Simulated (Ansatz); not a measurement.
# SrHfTe3 (built on the sites of a database entry of SrHfO3): a soft mode frozen in

Aim: this structure of SrHfTe3 (built on the sites of a database entry of SrHfO3) is to be tested for unstable modes, and one is followed downhill.

Main program and level: Ansatz 0.2.0; DFT PBEsol, scalar-relativistic, plane waves, norm-conserving pseudopotentials.

The structure was built from a prototype and need not be the compound's stable phase.

## Step 1: Set-up

It takes space group Pm-3m (No. 221, cubic). The conventional cell has a = 5.538 Å, b = 5.538 Å, c = 5.538 Å, α = 90.00°, β = 90.00°, γ = 90.00°. Sr has 12 Te at 3.92 Å nearest. Hf has 6 Te at 2.77 Å nearest. Te has 2 Hf at 2.77 Å and 4 Sr at 3.92 Å nearest. Farther neighbours and most contacts between anions are not listed.

## Step 2: Phonons on a q mesh

The cell comes from relaxations at this level that are not shown. Stability and thermal properties need the whole zone. Linear response on a 2×2×2 q mesh gives force constants as far as a supercell of that size would.

Input file input.yaml:

```yaml
crystal:
  lattice:
    - [5.5376898064, 0.0, 0.0]
    - [0.0, 5.5376898064, 0.0]
    - [0.0, 0.0, 5.5376898064]
  atoms:
    - { symbol: Sr, position: [0.5, 0.5, 0.5] }
    - { symbol: Hf, position: [0.0, 0.0, 0.0] }
    - { symbol: Te, position: [0.5, 0.0, 0.0] }
    - { symbol: Te, position: [0.0, 0.5, 0.0] }
    - { symbol: Te, position: [0.0, 0.0, 0.5] }
kpoints:
  mp_grid: { grid: [6, 6, 6] }
hamiltonian:
  xc: pbesol
  pseudopotentials: { kind: nc }
scf:
  occupations: { method: methfessel_paxton, width: 0.2 }
output:
  eigenvalues: true
phonons:
  method: dfpt
  qmesh: [2, 2, 2]
  temperatures: { t_max: 1000, t_step: 50 }
  qpath:
    path:
      - [[0.0, 0.0, 0.0], [0.0, 0.5, 0.0], [0.5, 0.5, 0.0], [0.0, 0.0, 0.0], [0.5, 0.5, 0.5], [0.0, 0.5, 0.0]]
      - [[0.5, 0.5, 0.5], [0.5, 0.5, 0.0]]
    npoints: 10
```

On the command line:

```bash
$ ansatz run input.yaml --threads 8 --pin off --max-ram 14336MiB --backend cpu --events-out ev --progress --plain --runs-dir out
```

Numbers of over 12 decimals in the logs are rounded to 6 here.

Output:

```text
Engine: ansatz 0.2.0, aarch64-unknown-linux-gnu
Pseudopotentials: kind: nc
Pseudopotential: Sr, nc, valence charge 10, recommended cutoff 925.187132 eV (normal), Sr.nc.azcp (PseudoDojo's, or run here from an input of PseudoDojo's: the run reads no file of this project's for it)
Pseudopotential: Hf, nc, valence charge 12, recommended cutoff 789.130201 eV (normal), Hf.nc.azcp (PseudoDojo's, or run here from an input of PseudoDojo's: the run reads no file of this project's for it)
Pseudopotential: Te, nc, valence charge 16, recommended cutoff 1120 eV (normal), Te.nc.azcp (PseudoDojo's, or run here from an input of PseudoDojo's: the run reads no file of this project's for it)
Functional definition: PBEsol
  exchange = pbesol_x
  correlation = pbesol_c
Crystal: 5 atoms, lattice volume = 169.819 Å³
Basis set: ecut = 1120 eV, 14411 PW (Γ), exchange–correlation on 128×128×128 points (8 copies of the dense FFT grid, shifted against one another)
Bands: 42, of which v1, the nominal top of the filled ones, is band 35 counted from 1 (34 counted from 0)
Symmetry: 48 space group operations
k-points: 20 of 216
Non-local potential: Sr, projectors of the file, l = 0: 2, l = 1: 2, l = 2: 2
Non-local potential: Hf, projectors of the file, l = 0: 2, l = 1: 2, l = 2: 2, l = 3: 2
Non-local potential: Te, projectors of the file, l = 0: 3, l = 1: 2, l = 2: 2, l = 3: 2
Initial density: superposition of atomic densities (chi_scale 0.1, normalization cell, long waves kept (reshape's long-wave potential 0.00 eV rms))
Initial wavefunctions: pseudopotential atomic-orbital guess
Functional: x = pbesol(κ = 0.804, μ = 0.123457), c = pbesol(β = 0.046)
SCF iter   1: F=—  HF=-11009.536705 eV  |F-HF|=—  |Δ(HF+E_count)|=         —  Δρ=3.14e-2  dr2=3.06e0  ethr=3.10e-3  ⟨swp⟩=9.8  Hψ=3994  notcnv=0
preconditioner: auto → Kerker (q_TF=auto, 2.354 Å⁻¹)  [metal: Δε(μ)=0.129 eV  Ē_g=6.416 eV  σ=0.200 eV  W_gap=0.47  n_scr=32 (ndim 8)  ℏωp=14.0 eV  f_vac=0.000  D(μ)=1.28/eV (n_scr^D=6)]
SCF iter   2: F=—  HF=-11008.844435 eV  |F-HF|=—  |Δ(HF+E_count)|=   6.92e-1  S|Δr|=    0.00e0  Δρ=1.61e-2  dr2=5.83e-1  ethr=3.10e-3  ⟨swp⟩=3.1  Hψ=1434  notcnv=0  defer=18
preconditioner: auto → Resta (q_TF=auto, 2.354 Å⁻¹)  ε∞=5.4  [insulator: Δε(μ)=0.177 eV  Ē_g=6.685 eV  σ=0.200 eV  W_gap=0.67  n_scr=32 (ndim 8)  ℏωp=14.0 eV  f_vac=0.000  D(μ)=0.44/eV (n_scr^D=0)  ε∞_Penn≈5.4]
SCF iter   3: F=—  HF=-11008.669743 eV  |F-HF|=—  |Δ(HF+E_count)|=   1.75e-1  S|Δr|=    0.00e0  Δρ=4.42e-3  dr2=4.27e-2  ethr=8.34e-4  ⟨swp⟩=4.0  Hψ=1949  notcnv=0  defer=18
SCF iter   4: F=—  HF=-11008.667356 eV  |F-HF|=—  |Δ(HF+E_count)|=   2.39e-3  S|Δr|=    0.00e0  Δρ=1.36e-3  dr2=4.43e-3  ethr=6.09e-5  ⟨swp⟩=2.3  Hψ=1173  notcnv=0  defer=18
SCF iter   5: F=—  HF=-11008.668404 eV  |F-HF|=—  |Δ(HF+E_count)|=   1.05e-3  S|Δr|=    0.00e0  Δρ=2.48e-4  dr2=2.12e-4  ethr=6.33e-6  ⟨swp⟩=2.0  Hψ=1456  notcnv=0  defer=18
SCF iter   6: F=—  HF=-11008.668486 eV  |F-HF|=—  |Δ(HF+E_count)|=   8.28e-5  S|Δr|=    0.00e0  Δρ=6.60e-5  dr2=1.12e-5  ethr=3.03e-7  ⟨swp⟩=2.3  Hψ=1225  notcnv=0  defer=18
SCF iter   7: F=—  HF=-11008.668498 eV  |F-HF|=—  |Δ(HF+E_count)|=   1.14e-5  S|Δr|=    0.00e0  Δρ=1.54e-5  dr2=4.71e-7  ethr=1.61e-8  ⟨swp⟩=2.6  Hψ=1204  notcnv=0  defer=18
SCF iter   8: F=—  HF=-11008.669083 eV  |F-HF|=—  |Δ(HF+E_count)|=   5.85e-4  S|Δr|=    0.00e0  Δρ=4.65e-6  dr2=2.54e-8  ethr=6.72e-10  ⟨swp⟩=2.9  Hψ=1471  notcnv=0  defer=18
SCF iter   9: F=—  HF=-11008.669083 eV  |F-HF|=—  |Δ(HF+E_count)|=   1.08e-9  S|Δr|=    0.00e0  Δρ=1.02e-6  dr2=1.38e-9  ethr=3.63e-11  ⟨swp⟩=2.6  Hψ=1584  notcnv=0  defer=18
SCF iter  10: F=—  HF=-11008.669083 eV  |F-HF|=—  |Δ(HF+E_count)|=  1.64e-11  S|Δr|=    0.00e0  Δρ=2.64e-7  dr2=7.06e-11  ethr=1.97e-12  ⟨swp⟩=2.2  Hψ=1509  notcnv=0  defer=18
SCF iter  11: F=-11008.669083 eV  HF=-11008.669083 eV  |F-HF|=9.09e-12  |Δ(HF+E_count)|=  7.28e-12  S|Δr|=    0.00e0  Δρ=8.16e-8  dr2=7.31e-12  ethr=1.00e-12  ⟨swp⟩=15.5  Hψ=5818  notcnv=0
SCF 1 converged in 11 iterations: F = -11008.669083 eV  dr2 = 7.31e-12
Initial density: read from a saved state, or passed on in memory by an earlier SCF of this step, an earlier step, the calling program or the single point that the run made first
iter 1 solved again at ethr=1.33e-7 eV; its pass at ethr=3.10e-3 eV (dr2=9.30e-5 eV) is discarded
SCF iter   1: F=—  HF=-11008.668524 eV  |F-HF|=—  |Δ(HF+E_count)|=         —  Δρ=8.18e-7  dr2=8.06e-10  ethr=1.33e-7  ⟨swp⟩=5.8  Hψ=8003  notcnv=0
eigensolver tolerance schedule: the retry pair's looser diagonalisation over-reported the residual by 115424.77 of it (diagonalisation noise at an unbounded share of the residual, at the tolerance the schedule requests for it); recorded, not acted on — ethr = c·dr2/N_el stays at c = 1.0e-1
preconditioner: auto → Kerker (q_TF=auto, 2.354 Å⁻¹)  [metal: Δε(μ)=0.093 eV  Ē_g=6.872 eV  σ=0.200 eV  W_gap=0.38  n_scr=32 (ndim 8)  ℏωp=14.0 eV  f_vac=0.010  D(μ)=0.80/eV (n_scr^D=0)]
SCF iter   2: F=—  HF=-11008.669083 eV  |F-HF|=—  |Δ(HF+E_count)|=   5.59e-4  S|Δr|=    0.00e0  Δρ=3.74e-7  dr2=1.46e-10  ethr=1.15e-12  ⟨swp⟩=5.2  Hψ=3233  notcnv=0
SCF iter   3: F=—  HF=-11008.669083 eV  |F-HF|=—  |Δ(HF+E_count)|=  3.09e-11  S|Δr|=    0.00e0  Δρ=2.47e-7  dr2=6.71e-11  ethr=1.00e-12  ⟨swp⟩=1.1  Hψ=841  notcnv=0
SCF iter   4: F=-11008.669083 eV  HF=-11008.669083 eV  |F-HF|=7.28e-12  |Δ(HF+E_count)|=  2.36e-11  S|Δr|=    0.00e0  Δρ=6.40e-8  dr2=5.63e-12  ethr=1.00e-12  ⟨swp⟩=5.2  Hψ=3227  notcnv=0
SCF 2 converged in 4 iterations: F = -11008.669083 eV  dr2 = 5.63e-12
phonons: the bands overlap, so this run is a metal and interpolates without the dipole-dipole term. If the crystal is really an insulator or semiconductor, its LO-TO splitting is missing
NSCF: frozen V_eff on 20 k-points
WARN: eigensolver did not converge (k=6): 1 band(s) unlocked after 2 eigensolves, warm-restarted (20 sweeps on the last) at ethr=1.37e-12 eV (storage-precision floor; scheduled 1.00e-12 eV) (lowest unlocked band 41, counted from 0; max residual 1.50e-5 eV among the unlocked bands, 1.50e-5 eV over every band; other slots of this pass that fall short are told together in one closing line; warning suppressed until the next SCF loop or pass starts)
WARN: eigensolver did not converge in 3 slots of this pass, the one above among them; of largest residual over every band (k=10): 1 band(s) unlocked (lowest unlocked band 41, counted from 0; max residual 5.37e-5 eV among the unlocked bands, 5.37e-5 eV over every band); of lowest unlocked band (k=6): band 41
NSCF: frozen V_eff on 64 k-points
DFPT response loops at q = (0, 0, 0) (fractional): preconditioner auto → Kerker (q_TF=auto, 2.354 Å⁻¹) (partly filled bands, converged f_vac=0.010); β = 1.00, the filter's whole step (`scf.mixing.beta` (0.50) is not read by the response loops under this deck's `scf.mixing.preconditioner`; to damp them name `kerker` or `kerker_dos`, under which they read `scf.mixing.beta`, and type it under 1.00, their step now; both keys bind the ground state too); Broyden in place of MSR1
NSCF: frozen V_eff on 128 k-points
DFPT response loops at q = (0, 0, -0.5) (fractional): mixed as the last ones told, above
NSCF: frozen V_eff on 128 k-points
DFPT response loops at q = (0, -0.5, -0.5) (fractional): mixed as the last ones told, above
NSCF: frozen V_eff on 128 k-points
DFPT response loops at q = (-0.5, -0.5, -0.5) (fractional): mixed as the last ones told, above
SCF converged after 11 iterations
Stability not checked: this state was not tested for a lower state beside it, because cold or Methfessel-Paxton smearing, or corrected tetrahedra, fill the levels in a way that the test cannot read (fill_not_monotonic; see scf.lower_state_search)
Free energy (F): -11008.669083 eV
Harris-Foulkes:  -11008.669083 eV  (|F-HF|=9.09e-12)
Internal energy: -11008.672840 eV  (E = F + TS)
E sigma→0 (E₀):  -11008.670022 eV
Entropy (-TS):   0.003758 eV (0.752 meV/atom)
Fermi energy:    8.945613 eV
Step filling:    the computed levels leave a gap of 0.0931 eV = 0.5 smearing widths at the electron count; against every level under it full and every level over it empty, smearing changes F+E_penalty+E_count by +2.032 meV and its σ→0 estimate by +1.092 meV
--- Per-component energies (eV) ---
  E_band       = -1082.484042
  E_kinetic    = 5279.954297
  E_local      = -8426.081158  (includes V_loc(G=0)·N_el)
  E_nonlocal   = -2202.146337
  E_hartree    = 2953.965151
  E_xc         = -2596.887774
  E_vxc        = -1642.141286  (∫ρ·V_xc dr)
  E_ewald      = -6017.477020
  E_smearing   = 0.003758  (= −TS)
  E_closure    = -0.000000  (closes the sum)
  Σ components = -11008.669083   (vs F -11008.669083, Δ=0.00e0)
--- Band table (eV; the first three rows and the last of 20) ---
  k-point 0: bands = [... 31 lower, 7.6680, 8.5587, 8.5587, 8.5587, 8.7622, 8.7622, 8.7622, 9.3582, ... 3 higher]
  k-point 1: bands = [... 31 lower, 7.4139, 7.6437, 8.3022, 8.3022, 8.7966, 9.6202, 9.6202, 9.7764, ... 3 higher]
  k-point 2: bands = [... 31 lower, 6.5170, 7.0286, 8.2005, 8.2005, 8.8706, 10.5104, 10.6532, 10.6532, ... 3 higher]
  k-point 19: bands = [... 31 lower, 5.4112, 9.1691, 9.1691, 9.1691, 9.6380, 11.1163, 11.1163, 11.1163, ... 3 higher]
--- Phonons (Γ-DFPT): 4 representative perturbations + reference (Σ response iterations 11) ---
  ASR residual: 1.980e-4 → 0.000e0 eV/Å²; symmetrization residual: 2.235e-5 eV/Å²
  ASR residual per site (eV/Å²): 5.31e-5 1.04e-4 1.98e-4 1.98e-4 1.98e-4
  Γ frequencies (cm⁻¹): -58.52 -58.52 -58.52 -40.81 -40.81 -40.81 0.00 0.00 0.00 17.55 17.55 17.55 190.91 190.91 190.91
--- Phonons (arbitrary-q DFPT): 4 irreducible q on the 2×2×2 mesh ---
  q = [0.0000, 0.0000, 0.0000] (star 1, of the zone-centre solve; hermiticity 3.62e-6, symmetrization 3.62e-14): -58.52 -58.52 -58.52 -40.81 -40.81 -40.81 -0.00 0.00 0.00 17.55 17.55 17.55 190.91 190.91 190.91
  q = [0.0000, 0.0000, -0.5000] (star 3, 9 solved perturbations in 504 linear systems a pass and spin channel, the states on 64 of 216 k-point pairs; hermiticity 3.83e-6, symmetrization 1.31e-12, the responses' own estimated error 3.2e-4 eV/Å²): -51.97 -51.97 -28.36 -28.36 -15.92 -9.20 -9.20 28.55 43.66 43.66 53.31 125.34 189.03 190.79 190.79
  q = [0.0000, -0.5000, -0.5000] (star 3, 9 solved perturbations in 504 linear systems a pass and spin channel, the states on 64 of 216 k-point pairs; hermiticity 5.54e-6, symmetrization 1.32e-12, the responses' own estimated error 3.1e-4 eV/Å²): -70.11 -54.59 -54.59 -39.33 -15.00 39.18 39.18 42.07 42.07 77.76 125.83 125.83 140.33 191.59 198.36
  q = [-0.5000, -0.5000, -0.5000] (star 1, 4 solved perturbations in 184 linear systems a pass and spin channel, the states on 64 of 216 k-point pairs; hermiticity 3.49e-6, symmetrization 1.00e-12, the responses' own estimated error 2.7e-4 eV/Å²): -72.09 -72.09 -72.09 -53.86 -53.86 -53.86 74.00 74.00 74.00 117.53 117.53 125.10 125.10 125.10 207.28
  sum rule: each row above includes the acoustic sum rule's correction from the zone centre's row sums; it moved no ω² by more than (0.65 cm⁻¹)²
  mesh force constants: q→R imaginary residual 2.73e-18; ASR residual 1.980e-4 → 0.000e0 eV/Å²; symmetrization residual 3.020e-14 eV/Å²
  interpolated dispersion: 62 rows × 15 modes
  density of states and harmonic sums: on the 12×12×12 q-mesh, interpolated from the force constants of a 2×2×2 supercell (no non-analytic term)
  largest difference from the sums on the solved wave vectors: F 1.56e-1 eV, S 2.09e-4 and C_V 5.28e-5 eV/K
  zero-point energy: 0.058342 eV/cell   skipped modes (ω ≤ 0): 490, of them read as no rigid motion or as one in doubt: 487 (5.760e0 modes/cell left out, lowest -72.09 cm⁻¹)   left out of the sums: 3.84e-1 of the cell's modes: C_V's classical limit lies that fraction below 3 k_B per atom; for a crystal, a wire or a layer, F and S can be off by more, and a phonons.interpolated_qmesh denser along its periods is the remedy for the sampling
```

The job ended after 11 min (8 threads of Arm Neoverse V2, shared host; peak memory 5 GiB).

Reading the cycles: dr2 is the Hartree energy of the density residual (eV), the measure of convergence; HF is the Harris–Foulkes estimate of the energy, which meets the free energy F at convergence.

This step gave:

- volume per atom: 33.96 Å³
- gap on the k-mesh: 0 eV
- sum-rule residual before enforcement: 1.98e-4 eV/Å²
- lowest frequency on the path: -72.09 cm⁻¹
- point group: m-3m
- highest frequency on the path or at a solved wavevector: 208.6 cm⁻¹
- highest optical mode at the zone centre (no LO-TO term): 190.9 cm⁻¹
- lowest optical zone-centre mode: -58.52 cm⁻¹
- lowest mode on the q mesh (acoustic modes at Γ apart): -72.09 cm⁻¹

Frequencies (cm⁻¹) solved at each irreducible wavevector; negative means imaginary. Frequencies by wavevector, by row:

| q in reciprocal lattice units | star | mode 1 | mode 2 | mode 3 | mode 4 | mode 13 | mode 14 | mode 15 |
| --- | --- | --- | --- | --- | --- | --- | --- | --- |
| 0 0 0 | 1 | -58.5 | -58.5 | -58.5 | -40.8 | 190.9 | 190.9 | 190.9 |
| 0 0 -0.5 | 3 | -52 | -52 | -28.4 | -28.4 | 189 | 190.8 | 190.8 |
| 0 -0.5 -0.5 | 3 | -70.1 | -54.6 | -54.6 | -39.3 | 140.3 | 191.6 | 198.4 |
| -0.5 -0.5 -0.5 | 1 | -72.1 | -72.1 | -72.1 | -53.9 | 125.1 | 125.1 | 207.3 |

Interpolated from a 2×2×2 q mesh. Phonon branches along the path, in cm⁻¹:

| point | branch 1 | branch 2 | branch 3 | branch 4 | branch 12 | branch 13 | branch 14 | branch 15 |
| --- | --- | --- | --- | --- | --- | --- | --- | --- |
| Γ | -58 | -58 | -58 | -41 | 18 | 191 | 191 | 191 |
| halfway | -56 | -56 | -35 | -32 | 87 | 191 | 191 | 191 |
| X | -52 | -52 | -28 | -28 | 125 | 189 | 191 | 191 |
| halfway | -56 | -52 | -46 | -42 | 126 | 165 | 191 | 199 |
| M | -70 | -55 | -55 | -39 | 126 | 140 | 192 | 198 |
| halfway | -51 | -51 | -47 | -45 | 89 | 177 | 191 | 198 |
| Γ | -58 | -58 | -58 | -41 | 18 | 191 | 191 | 191 |
| halfway | -52 | -50 | -50 | -46 | 92 | 174 | 174 | 206 |
| R | -72 | -72 | -72 | -54 | 125 | 125 | 125 | 207 |
| halfway | -58 | -56 | -49 | -47 | 126 | 156 | 171 | 207 |
| X | -52 | -52 | -28 | -28 | 125 | 189 | 191 | 191 |
| jump to R | -72 | -72 | -72 | -54 | 125 | 125 | 125 | 207 |
| halfway | -71 | -58 | -58 | -48 | 125 | 129 | 161 | 208 |
| M | -70 | -55 | -55 | -39 | 126 | 140 | 192 | 198 |

Symmetry leaves 4 wavevectors to solve. The lowest mode among them, the acoustic zeros apart, lies at q = (-0.5, -0.5, -0.5) and is imaginary, 72.1i cm⁻¹, so the energy falls along it.

## Step 3: The mode frozen in, largest atomic shift 0 Å

The mode followed lies at q = (-0.5, -0.5, -0.5) with frequency 72.1i cm⁻¹ and is 3-fold degenerate, the softest among the wavevectors solved. At small amplitude the distorted cell has space group no. 140 by a symmetry search on the positions. The undistorted cell that holds it gives the zero of energy on the same k mesh.

System of this step: SrHfTe3 (built on the sites of a database entry of SrHfO3). It takes space group Pm-3m (No. 221, cubic). The conventional cell has a = 5.538 Å, b = 5.538 Å, c = 5.538 Å, α = 90.00°, β = 90.00°, γ = 90.00°. Nearest to Sr lie 12 Te at 3.92 Å. Nearest to Hf lie 6 Te at 2.77 Å. Nearest to Te lie 2 Hf at 2.77 Å and 4 Sr at 3.92 Å. Farther neighbours and most contacts between anions are not listed.

Input file input.yaml:

```yaml
crystal:
  lattice:
    - [5.5376898064, 5.5376898064, 0.0]
    - [5.5376898064, 0.0, 5.5376898064]
    - [5.5376898064, 0.0, -5.5376898064]
  atoms:
    - { symbol: Sr, position: [0.5, 0.25, 0.75] }
    - { symbol: Sr, position: [0.5, 0.75, 0.25] }
    - { symbol: Hf, position: [0.0, 0.0, 0.0] }
    - { symbol: Hf, position: [0.0, 0.5, 0.5] }
    - { symbol: Te, position: [0.0, 0.25, 0.25] }
    - { symbol: Te, position: [0.0, 0.75, 0.75] }
    - { symbol: Te, position: [0.5, 0.75, 0.75] }
    - { symbol: Te, position: [0.5, 0.25, 0.25] }
    - { symbol: Te, position: [0.0, 0.25, 0.75] }
    - { symbol: Te, position: [0.0, 0.75, 0.25] }
kpoints:
  mp_grid: { grid: [6, 6, 6] }
hamiltonian:
  xc: pbesol
  pseudopotentials: { kind: nc }
scf:
  occupations: { method: methfessel_paxton, width: 0.2 }
output:
  forces: true
  stress: true
  eigenvalues: true
```

Output:

```text
[...]
Crystal: 10 atoms, lattice volume = 339.638 Å³
Basis set: ecut = 1120 eV, 28811 PW (Γ), exchange–correlation on 180×180×180 points (8 copies of the dense FFT grid, shifted against one another)
Bands: 84, of which v1, the nominal top of the filled ones, is band 70 counted from 1 (69 counted from 0)
Symmetry: 96 space group operations
[...]
k-points: 16 of 216
[...]
k-point 0: bands = [... 66 lower, 8.5605, 8.7359, 8.7359, 8.7359, 9.1799, 9.1799, 9.1799, 9.3581, ... 10 higher]
  k-point 1: bands = [... 66 lower, 8.2993, 8.8620, 8.8620, 9.0403, 9.1195, 9.2051, 9.2051, 9.6881, ... 10 higher]
  k-point 2: bands = [... 66 lower, 8.0098, 8.3171, 8.3171, 8.7012, 9.4874, 9.7176, 9.7176, 10.1409, ... 10 higher]
  k-point 15: bands = [... 66 lower, 7.5156, 7.5968, 7.6128, 8.6137, 9.6385, 10.5529, 10.5556, 10.7754, ... 10 higher]
[key lines of the parts left out:]
SCF converged after 10 iterations
Free energy (F): -22017.300243 eV
Fermi energy:    9.031126 eV
P = ⅓ Tr σ = 0.1369 GPa (1.369 kbar)
```

Wall time 13 s (8 threads); peak memory 5.2 GiB.

This step gave:

```yaml
pressure: 0.1369 GPa
energy_from_the_undistorted_cell: 0 meV/atom
```

The run ends at a pressure of 0.14 GPa.

## Step 4: The mode frozen in, largest atomic shift 0.6 Å

The atoms are moved along the unstable eigenvector, the largest shift by 0.6 Å, with the cell fixed.

input.yaml, the sections that differ from step 3:

```yaml
crystal:
  lattice:
    - [5.5376898064, 5.5376898064, 0.0]
    - [5.5376898064, 0.0, 5.5376898064]
    - [5.5376898064, 0.0, -5.5376898064]
  atoms:
    - { symbol: Sr, position: [0.5, 0.25, 0.75] }
    - { symbol: Sr, position: [0.5, 0.75, 0.25] }
    - { symbol: Hf, position: [0.0, 0.0, 0.0] }
    - { symbol: Hf, position: [0.0, 0.5, 0.5] }
    - { symbol: Te, position: [0.0, 0.25, 0.25] }
    - { symbol: Te, position: [0.0, 0.75, 0.75] }
    - { symbol: Te, position: [0.5, 0.6958257847, 0.8041742153] }
    - { symbol: Te, position: [0.5, 0.3041742153, 0.1958257847] }
    - { symbol: Te, position: [0.1083484307, 0.1958257847, 0.6958257847] }
    - { symbol: Te, position: [-0.1083484307, 0.8041742153, 0.3041742153] }
# kpoints, hamiltonian, scf, output: as in step 3
```

Output:

```text
[...]
Crystal: 10 atoms, lattice volume = 339.638 Å³
Basis set: ecut = 1120 eV, 28811 PW (Γ), exchange–correlation on 180×180×180 points (8 copies of the dense FFT grid, shifted against one another)
Bands: 84, of which v1, the nominal top of the filled ones, is band 70 counted from 1 (69 counted from 0)
Symmetry: 16 space group operations
[...]
k-points: 30 of 216
[...]
k-point 0: bands = [... 66 lower, 8.2641, 8.2717, 8.4933, 8.4933, 8.9029, 9.2537, 9.2537, 9.7786, ... 7 higher]
  k-point 1: bands = [... 66 lower, 8.1230, 8.2294, 8.4305, 8.4917, 9.2330, 9.2636, 9.2797, 10.0840, ... 7 higher]
  k-point 2: bands = [... 66 lower, 7.9539, 8.0164, 8.1542, 8.2731, 9.4806, 9.5474, 9.7340, 10.2585, ... 7 higher]
  k-point 29: bands = [... 66 lower, 6.8446, 7.7288, 8.2672, 8.2672, 8.9970, 10.0362, 10.5275, 10.5275, ... 7 higher]
[key lines of the parts left out:]
SCF converged after 10 iterations
Free energy (F): -22018.467206 eV
Fermi energy:    8.717666 eV
P = ⅓ Tr σ = -0.9623 GPa (-9.623 kbar)
```

Elapsed: 27 s, on 8 threads; peak memory 6.1 GiB; 3.6 min of CPU time.

This step gave:

```
pressure                         : -0.9623 GPa
gap on the k-mesh                : 0.1326 eV
energy from the undistorted cell : -116.7 meV/atom
```

The energy, extrapolated to zero smearing, is -116.71 meV/atom against the undistorted cell.

The run ends at a pressure of -0.96 GPa, with forces up to 0.52 eV/Å.

(Part 1 of 2 ends here.)

[Logs are printed without paths, hosts, clocks, repeated set-up lines and the standing remarks that a program may print on its own settings, such as how far it seeks lower states.]

[Hosts, paths, dates, database ids (printed as entryN), source tags and the programs' standing remarks are cut or masked in the printed files.]
